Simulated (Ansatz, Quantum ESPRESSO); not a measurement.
# Evanescent states of CaO, rock salt type, lattice constant set to 4.743 Å, part 4 of 4

Aim: how fast states decay in the gap of CaO, rock salt type, lattice constant set to 4.743 Å.

Quantum ESPRESSO 7.5; plane-wave DFT, LDA, PseudoDojo norm-conserving pseudopotentials; cross-check by Ansatz 0.2.0 with PAW datasets.

So far. Step 2 (Ground state): The run needed 17 iterations to bring the estimated error under 1e-09 Ry.

## (6) Cross-check with Ansatz

As a check, the same structure is run in Ansatz.

Level of this step: plane-wave DFT, LDA, Ansatz PAW (Ansatz 0.2.0).

Contents of input.yaml:

```yaml
crystal:
  lattice:
    - [3.3538074632, 0.0, 0.0]
    - [0.0, 3.3538074632, 0.0]
    - [0.0, 0.0, 4.743]
  atoms:
    - { symbol: Ca, position: [0.0, 0.0, 0.0] }
    - { symbol: O, position: [0.5, 0.5, 0.0] }
    - { symbol: Ca, position: [0.5, 0.5, 0.5] }
    - { symbol: O, position: [0.0, 0.0, 0.5] }
kpoints:
  mp_grid: { grid: [8, 8, 6] }
hamiltonian:
  xc: lda
scf:
  occupations: { method: fixed }
  convergence: { dr2_threshold: 1.0e-09 }
output:
  transmission:
    leads: [[0, 0]]
    kpoints: [[0, 0], [0.5, 0], [0.5, 0.5], [0.25, 0]]
    e_range: [-2.07, 6.9]
    de: 0.23
```

Started as:

```console
$ ansatz run input.yaml --threads 2 --pin off --max-ram 4096MiB --backend cpu --events-out ev --progress --plain --runs-dir out
```

Numbers of over 12 decimals in the logs are rounded to 6 here.

The program printed:

```text
Engine: ansatz 0.2.0, aarch64-unknown-linux-gnu
Pseudopotentials: kind: paw
Pseudopotential: Ca, paw, valence charge 10, recommended cutoff 420 eV (normal), Ca.paw.azcp
Pseudopotential: O, paw, valence charge 6, recommended cutoff 420 eV (normal), O.paw.azcp
Functional definition: SPW92
  exchange = slater_x
  correlation = pw_c
Crystal: 4 atoms, lattice volume = 53.349 Å³
Basis set: ecut = 420 eV, 1055 PW (Γ)
Bands: 20, of which v1, the nominal top of the filled ones, is band 16 counted from 1 (15 counted from 0)
Symmetry: 32 space group operations
Space group: Fm-3m (ITA 225), of the structure as read, at distance tolerance 3.8e-5 Å
k-points: 60 of 384
Non-local potential: Ca, projectors of the file, l = 0: 3, l = 1: 2, l = 2: 2
Non-local potential: O, projectors of the file, l = 0: 2, l = 1: 2, l = 2: 1
PAW form: soft (Blöchl's): semilocal exchange-correlation on the pseudo side does not see the compensation charge
PAW frozen core: Ca, regenerated for the run's functional, and the local potential with it (the file was generated under x = pbe(κ = 0.804, μ = 0.219515), c = pbe(β = 0.066725))
PAW frozen core: O, regenerated for the run's functional, and the local potential with it (the file was generated under x = pbe(κ = 0.804, μ = 0.219515), c = pbe(β = 0.066725))
PAW one-centre angular grid: Ca, 110 points (default); XC on 64 Gauss nodes
PAW one-centre angular grid: O, 110 points (default); XC on 64 Gauss nodes
Initial density: superposition of atomic densities (neutral atoms: chi_scale 0, normalization atom), corrected by the library's trained network
Initial wavefunctions: pseudopotential atomic-orbital guess
Functional: x = slater, c = lda
SCF iter   1: F=—  HF=-4663.307446 eV  |F-HF|=—  |Δ(HF+E_count)|=         —  Δρ=1.68e-2  dr2=1.46e-1  ethr=1.77e-3  ⟨swp⟩=4.0  Hψ=5339  notcnv=0  defer=86
preconditioner: auto → none  [insulator: Δε(μ)=3.205 eV  Ē_g=16.870 eV  n_scr=14 (ndim 8)  ℏωp=26.9 eV  f_vac=0.000  ε∞_Penn≈3.5]
SCF iter   2: F=—  HF=-4663.292407 eV  |F-HF|=—  |Δ(HF+E_count)|=   1.50e-2  Δρ=1.50e-2  dr2=9.23e-2  ethr=4.55e-4  ⟨swp⟩=2.1  Hψ=2298  notcnv=0  defer=101
SCF iter   3: F=—  HF=-4663.269771 eV  |F-HF|=—  |Δ(HF+E_count)|=   2.26e-2  Δρ=2.48e-3  dr2=2.00e-3  ethr=2.89e-4  ⟨swp⟩=2.1  Hψ=1775  notcnv=0  defer=114
SCF iter   4: F=—  HF=-4663.269157 eV  |F-HF|=—  |Δ(HF+E_count)|=   6.13e-4  Δρ=5.84e-4  dr2=5.14e-5  ethr=6.25e-6  ⟨swp⟩=2.1  Hψ=1759  notcnv=0  defer=116
SCF iter   5: F=—  HF=-4663.269140 eV  |F-HF|=—  |Δ(HF+E_count)|=   1.67e-5  Δρ=8.42e-5  dr2=2.96e-6  ethr=1.61e-7  ⟨swp⟩=2.0  Hψ=1655  notcnv=0  defer=83
SCF iter   6: F=—  HF=-4663.269141 eV  |F-HF|=—  |Δ(HF+E_count)|=   6.01e-7  Δρ=8.02e-6  dr2=2.49e-8  ethr=9.26e-9  ⟨swp⟩=2.0  Hψ=1623  notcnv=0  defer=37
SCF iter   7: F=-4663.269141 eV  HF=-4663.269141 eV  |F-HF|=1.50e-10  |Δ(HF+E_count)|=   2.69e-9  Δρ=8.12e-7  dr2=2.67e-10  ethr=3.13e-12  ⟨swp⟩=4.4  Hψ=5326  notcnv=0
SCF 1 converged in 7 iterations: F = -4663.269141 eV  dr2 = 2.67e-10
  greatest PAW one-centre occupation: 0.996 electrons in one spin orbital (limit 2), on the Ca atom at site 2 (counted from 0), in its partial waves of l = 0
transmission: 8 of 32 steps passed
transmission: 16 of 32 steps passed
transmission: 24 of 32 steps passed
transmission: 32 of 32 steps passed
SCF converged after 7 iterations
Free energy (F): -4663.269141 eV
Harris-Foulkes:  -4663.269141 eV  (|F-HF|=1.50e-10)
Internal energy: -4663.269141 eV  (E = F + TS)
E sigma→0 (E₀):  -4663.269141 eV
Fermi energy:    7.734556 eV
--- Per-component energies (eV) ---
  E_band       = -192.594384
  E_kinetic    = 910.122033
  E_local      = -1743.679417  (includes V_loc(G=0)·N_el)
  E_nonlocal   = 233.811642
  E_hartree    = 572.461236
  E_xc         = -420.032179
  E_vxc        = -532.518505  (∫ρ·V_xc dr)
  E_paw        = -1926.651075  (= ΣΔE_a)
  E_vpaw       = -205.257306  (= ΣTr[D̂ρ^β])
  E_aug_tail   = 0.004836  (compensation charges beyond the density's cutoff)
  E_ewald      = -2290.066391
  E_core_change = 0.760175  (= ΣΔE_core)
  E_smearing   = -0.000000  (= −TS)
  E_closure    = -0.000000  (closes the sum)
  Σ components = -4663.269141   (vs F -4663.269141, Δ=0.00e0)
--- Band table (eV; the first three rows and the last of 60) ---
  k-point 0: bands = [... 12 lower, 7.3690, 7.7346, 7.7346, 7.7346, 11.2002, 12.6306, 13.9548, 13.9548]
  k-point 1: bands = [... 12 lower, 7.3665, 7.3665, 7.6726, 7.6726, 11.3332, 13.0259, 13.6809, 14.2390]
  k-point 2: bands = [... 12 lower, 7.3756, 7.3756, 7.5407, 7.5407, 11.7205, 13.0374, 13.7594, 14.9842]
  k-point 59: bands = [... 12 lower, 6.6635, 6.6635, 6.6635, 6.6635, 14.0580, 14.0580, 14.0580, 14.0580]
--- Transmission ---
  basis      : 97 plane waves across, 8 finite elements along
  points     : 4, as listed
  energies   : 40 from -2.070000 to 6.900000 eV about the Fermi level, 0.230000 eV apart; the leads are filled to 1.732815 eV, and channels, transmission and decay are at 1.840000 eV
  crystal 0  : Ca2O2, at the sites [0, 0], period 4.7430 Å: whole cells are its period
    offset         : up to 0.0000 Å between an atom of the period and one for which it stands
    channels       : 0.000000e0 a spin
    conductance    : none, the energies end too early or step too widely for 300 K: set another output.transmission.e_range or a lower de, or, where they end at an eighth of basis.ecutwfc, a higher one
    slowest decay  : 0.2986 /Å at (0.0000, 0.0000)
```

Elapsed: 23 s, on 2 threads of Arm Neoverse N1, shared host; peak memory 0.33 GiB.

Read from the output:

| Quantity | Value |
| --- | --- |
| free energy | -4663.2691 eV |
| gap by band count | 3.466 eV |
| symmetry operations | 32 |
| slowest decay at the grid energy nearest mid-gap | 0.2986 Å⁻¹ |
| peak of the smallest κ at the zone centre | 0.3086 Å⁻¹ |
| peak of the smallest κ at (1/2, 0) | 0.5856 Å⁻¹ |
| peak of the smallest κ at (1/2, 1/2) | 0.3804 Å⁻¹ |
| peak of the smallest κ at (1/4, 0) | 0.4021 Å⁻¹ |
| valence top, on the run's zero | 7.735 eV |

K across = (0, 0) in the cell's reciprocal vectors; values within 0.0025 1/Å of each other count once, columns are sorted by size at each energy, a dash where no further value was kept. Im kz of the slowest decaying states against energy, zero at the highest filled level of the SCF mesh:

| energy (eV) | decay 1 (Å⁻¹) | decay 2 (Å⁻¹) | decay 3 (Å⁻¹) |
| --- | --- | --- | --- |
| -2.07 | 0.217 | 1.000 | 1.32 |
| -1.84 | 0.0616 | 0.960 | 1.30 |
| -1.38 | 0.865 | 1.24 | - |
| -1.15 | 0.182 | 0.805 | 1.22 |
| -0.92 | 0.279 | 0.729 | 1.19 |
| -0.46 | 0.382 | 0.426 | 1.13 |
| -0.23 | 0.416 | 0.586 | 1.10 |
| 0.00 | 0.00933 | 0.0209 | 0.444 |
| 0.46 | 0.187 | 0.455 | 0.486 |
| 0.69 | 0.220 | 0.503 | 0.512 |
| 0.92 | 0.245 | 0.518 | 0.549 |
| 1.38 | 0.279 | 0.541 | 0.590 |
| 1.61 | 0.290 | 0.551 | 0.601 |
| 1.84 | 0.299 | 0.559 | 0.607 |
| 2.30 | 0.308 | 0.572 | 0.609 |
| 2.53 | 0.309 | 0.572 | 0.577 |
| 2.99 | 0.304 | 0.411 | 0.584 |
| 3.22 | 0.297 | 0.581 | 0.587 |
| 3.45 | 0.0753 | 0.289 | 0.568 |
| 3.91 | 0.260 | 0.536 | 0.590 |
| 4.14 | 0.238 | 0.517 | 0.590 |
| 4.37 | 0.208 | 0.494 | 0.588 |
| 4.83 | 0.0812 | 0.441 | 0.584 |
| 5.06 | 0.409 | 0.581 | 0.671 |
| 5.29 | 0.371 | 0.577 | 0.625 |
| 5.75 | 0.271 | 0.534 | 0.567 |
| 5.98 | 0.197 | 0.491 | 0.561 |
| 6.21 | 0.041 | 0.449 | 0.553 |
| 6.67 | 0.258 | 0.369 | 0.536 |
| 6.90 | 0.309 | 0.328 | 0.525 |

K across = (0, 0) in the cell's reciprocal vectors. Table of Re kz of states that move upwards by energy, zero at the highest filled level of the SCF mesh:

| energy (eV) | channel 1 (Å⁻¹) | channel 2 (Å⁻¹) | channel 3 (Å⁻¹) |
| --- | --- | --- | --- |
| -2.07 | - | - | - |
| -1.61 | -0.560 | -0.325 | - |
| -1.15 | -0.402 | - | - |
| -0.69 | -0.280 | - | - |
| -0.46 | -0.218 | - | - |
| 0.00 | - | - | - |
| 0.46 | - | - | - |
| 0.92 | - | - | - |
| 1.38 | - | - | - |
| 1.84 | - | - | - |
| 2.30 | - | - | - |
| 2.53 | - | - | - |
| 2.99 | - | - | - |
| 3.45 | - | - | - |
| 3.91 | 0.407 | - | - |
| 4.37 | 0.590 | - | - |
| 4.83 | -0.585 | - | - |
| 5.29 | -0.445 | 0.220 | - |
| 5.52 | -0.374 | 0.293 | - |
| 5.98 | -0.206 | 0.429 | - |
| 6.44 | 0.193 | 0.193 | 0.561 |
| 6.90 | -0.634 | 0.350 | 0.350 |

K across = (1/2, 0) in the cell's reciprocal vectors; values within 0.0025 1/Å of each other count once, columns are sorted by size at each energy, a dash where no further value was kept. The Im kz of the slowest decaying states by energy, zero at the highest filled level of the SCF mesh:

| energy (eV) | decay 1 (Å⁻¹) | decay 2 (Å⁻¹) | decay 3 (Å⁻¹) |
| --- | --- | --- | --- |
| -2.07 | 0.190 | 0.591 | 0.762 |
| -1.84 | 0.318 | 0.504 | 0.681 |
| -1.38 | 0.204 | 0.336 | 0.469 |
| -1.15 | 0.243 | 0.522 | - |
| -0.92 | 0.506 | 0.564 | - |
| -0.46 | 0.311 | 0.622 | 0.668 |
| -0.23 | 0.362 | 0.641 | 0.710 |
| 0.00 | 0.399 | 0.655 | 0.740 |
| 0.46 | 0.450 | 0.672 | 0.779 |
| 0.69 | 0.468 | 0.676 | 0.792 |
| 0.92 | 0.484 | 0.677 | 0.802 |
| 1.38 | 0.510 | 0.672 | 0.813 |
| 1.61 | 0.521 | 0.666 | 0.816 |
| 1.84 | 0.531 | 0.658 | 0.817 |
| 2.30 | 0.553 | 0.633 | 0.814 |
| 2.53 | 0.569 | 0.611 | 0.811 |
| 2.99 | 0.580 | 0.800 | - |
| 3.22 | 0.574 | 0.794 | - |
| 3.45 | 0.566 | 0.786 | - |
| 3.91 | 0.546 | 0.767 | 1.46 |
| 4.14 | 0.534 | 0.755 | 1.43 |
| 4.37 | 0.521 | 0.743 | 1.40 |
| 4.83 | 0.489 | 0.715 | 1.34 |
| 5.06 | 0.470 | 0.698 | 1.31 |
| 5.29 | 0.448 | 0.681 | 1.27 |
| 5.75 | 0.394 | 0.640 | 1.19 |
| 5.98 | 0.358 | 0.617 | 1.15 |
| 6.21 | 0.311 | 0.591 | 1.10 |
| 6.67 | 0.311 | 0.529 | 0.984 |
| 6.90 | 0.289 | 0.492 | 0.905 |

K across = (1/2, 1/2) in the cell's reciprocal vectors; values within 0.0025 1/Å of each other count once, columns are sorted by size at each energy, a dash where no further value was kept. The Im kz of the slowest decaying states by energy, zero at the highest filled level of the SCF mesh:

| energy (eV) | decay 1 (Å⁻¹) | decay 2 (Å⁻¹) | decay 3 (Å⁻¹) |
| --- | --- | --- | --- |
| -2.07 | 0.339 | 0.824 | - |
| -1.84 | 0.284 | 0.758 | - |
| -1.61 | 0.208 | 0.670 | - |
| -1.38 | 0.0418 | 0.519 | - |
| -1.15 | 0.761 | - | - |
| -0.92 | 0.872 | - | - |
| -0.69 | 0.936 | - | - |
| -0.46 | 0.982 | - | - |
| -0.23 | 0.144 | 0.182 | 1.02 |
| 0.00 | 0.226 | 0.274 | 1.04 |
| 0.46 | 0.316 | 0.352 | 1.09 |
| 0.69 | 0.345 | 0.369 | 1.10 |
| 0.92 | 0.369 | 0.378 | 1.11 |
| 1.15 | 0.380 | 0.389 | 1.13 |
| 1.38 | 0.377 | 0.405 | 1.13 |
| 1.61 | 0.370 | 0.419 | 1.14 |
| 1.84 | 0.358 | 0.431 | 1.15 |
| 2.07 | 0.341 | 0.441 | 1.15 |
| 2.30 | 0.320 | 0.449 | 1.16 |
| 2.53 | 0.294 | 0.455 | 1.16 |
| 2.76 | 0.261 | 0.461 | 1.16 |
| 2.99 | 0.218 | 0.465 | 1.16 |
| 3.22 | 0.160 | 0.468 | 1.16 |
| 3.45 | 0.0410 | 0.470 | 1.16 |
| 3.68 | 0.471 | 1.16 | - |
| 3.91 | 0.470 | 1.16 | - |
| 4.14 | 0.469 | 1.16 | 1.49 |
| 4.37 | 0.467 | 1.16 | 1.47 |
| 4.83 | 0.461 | 1.15 | 1.41 |
| 5.06 | 0.456 | 1.15 | 1.38 |
| 5.29 | 0.450 | 1.14 | 1.35 |
| 5.52 | 0.443 | 1.14 | 1.31 |
| 5.75 | 0.435 | 1.13 | 1.28 |
| 5.98 | 0.426 | 1.13 | 1.24 |
| 6.21 | 0.415 | 1.12 | 1.21 |
| 6.44 | 0.403 | 1.12 | 1.17 |
| 6.67 | 0.389 | 1.11 | 1.13 |
| 6.90 | 0.373 | 1.08 | 1.10 |

K across = (1/4, 0) in the cell's reciprocal vectors; values within 0.0025 1/Å of each other count once, columns are sorted by size at each energy, a dash where no further value was kept. The Im kz of the slowest decaying states by energy, zero at the highest filled level of the SCF mesh:

| energy (eV) | decay 1 (Å⁻¹) | decay 2 (Å⁻¹) | decay 3 (Å⁻¹) |
| --- | --- | --- | --- |
| -2.07 | 0.786 | 0.886 | - |
| -1.84 | 0.723 | 0.834 | - |
| -1.38 | 0.0507 | 0.530 | 0.689 |
| -1.15 | 0.168 | 0.307 | 0.572 |
| -0.92 | 0.317 | 0.326 | 0.438 |
| -0.46 | 0.358 | 0.436 | 0.484 |
| -0.23 | 0.0968 | 0.454 | 0.487 |
| 0.00 | 0.198 | 0.473 | 0.556 |
| 0.46 | 0.287 | 0.504 | 0.605 |
| 0.69 | 0.313 | 0.517 | 0.616 |
| 0.92 | 0.334 | 0.529 | 0.624 |
| 1.38 | 0.364 | 0.548 | 0.628 |
| 1.61 | 0.375 | 0.555 | 0.627 |
| 1.84 | 0.383 | 0.562 | 0.623 |
| 2.30 | 0.395 | 0.572 | 0.609 |
| 2.53 | 0.399 | 0.576 | 0.599 |
| 2.99 | 0.402 | 0.574 | 0.581 |
| 3.22 | 0.402 | 0.558 | 0.583 |
| 3.45 | 0.401 | 0.540 | 0.584 |
| 3.91 | 0.396 | 0.496 | 0.584 |
| 4.14 | 0.394 | 0.468 | 0.583 |
| 4.37 | 0.396 | 0.431 | 0.571 |
| 4.83 | 0.339 | 0.370 | 0.525 |
| 5.06 | 0.0708 | 0.343 | 0.499 |
| 5.29 | 0.311 | 0.469 | 0.570 |
| 5.75 | 0.214 | 0.396 | 0.561 |
| 5.98 | 0.0649 | 0.127 | 0.351 |
| 6.21 | 0.105 | 0.294 | 0.552 |
| 6.67 | 0.0836 | 0.168 | 0.547 |
| 6.90 | 0.168 | 0.561 | 0.602 |

## (7) Worked from the printed numbers

T falls as exp(−2κd). With κ = 0.295 1/Å, 10 Å of barrier pass exp(−2 × 0.295 × 10) = 0.0027 of that channel, interfaces aside.

## (8) Summary of results

| Item | Value |
| --- | --- |
| gap on the SCF mesh | 3.47 eV |
| smallest κ at mid-gap among the four k points, at the zone centre | 0.295 Å⁻¹ |
| peak of the smallest κ in the stop band at the zone centre | 0.309 Å⁻¹ |
| peak of the smallest κ in the stop band at (1/2, 0) | 0.586 Å⁻¹ |
| peak of the smallest κ in the stop band at (1/2, 1/2) | 0.380 Å⁻¹ |
| peak of the smallest κ in the stop band at (1/4, 0) | 0.403 Å⁻¹ |
| energy of the peak at the zone centre, over the highest filled level | 2.53 eV |
| peak at the zone centre by Ansatz | 0.309 Å⁻¹ |

**Reading.** With a gap of 3.47 eV on the mesh, the smallest κ at mid-gap among the four k points, at the zone centre is 0.295 Å⁻¹ (LDA, PseudoDojo norm-conserving). For a barrier with the Fermi level at mid-gap the slowest state found, at the zone centre, loses a factor of ten in probability every 3.9 Å or so. Stop bands away from the zone centre are mostly wider than the gap, so their peaks can lie above the conduction bottom. At the zone centre pwcond's peak is 0.309 and Ansatz's 0.309 1/Å, 0 % apart. The cell is the a/√2 one, turned by 45°, with two primitive cells, so X along [001] folds onto kz = 0. A semilocal gap is too small, often by a third to a half and by more in narrow-gap crystals, so real barriers decay faster.

[Logs are printed without paths, hosts, clocks, repeated set-up lines and the standing remarks that a program may print on its own settings, such as how far it seeks lower states.]

[Hosts, paths, dates, database ids (printed as entryN), source tags and the programs' standing remarks are cut or masked in the printed files.]

[Maps of the electrostatic potential energy from Ansatz leave out the sawtooth potential of an applied field or a dipole correction, so their vacuum need not be flat; planar profiles and work functions include it.]
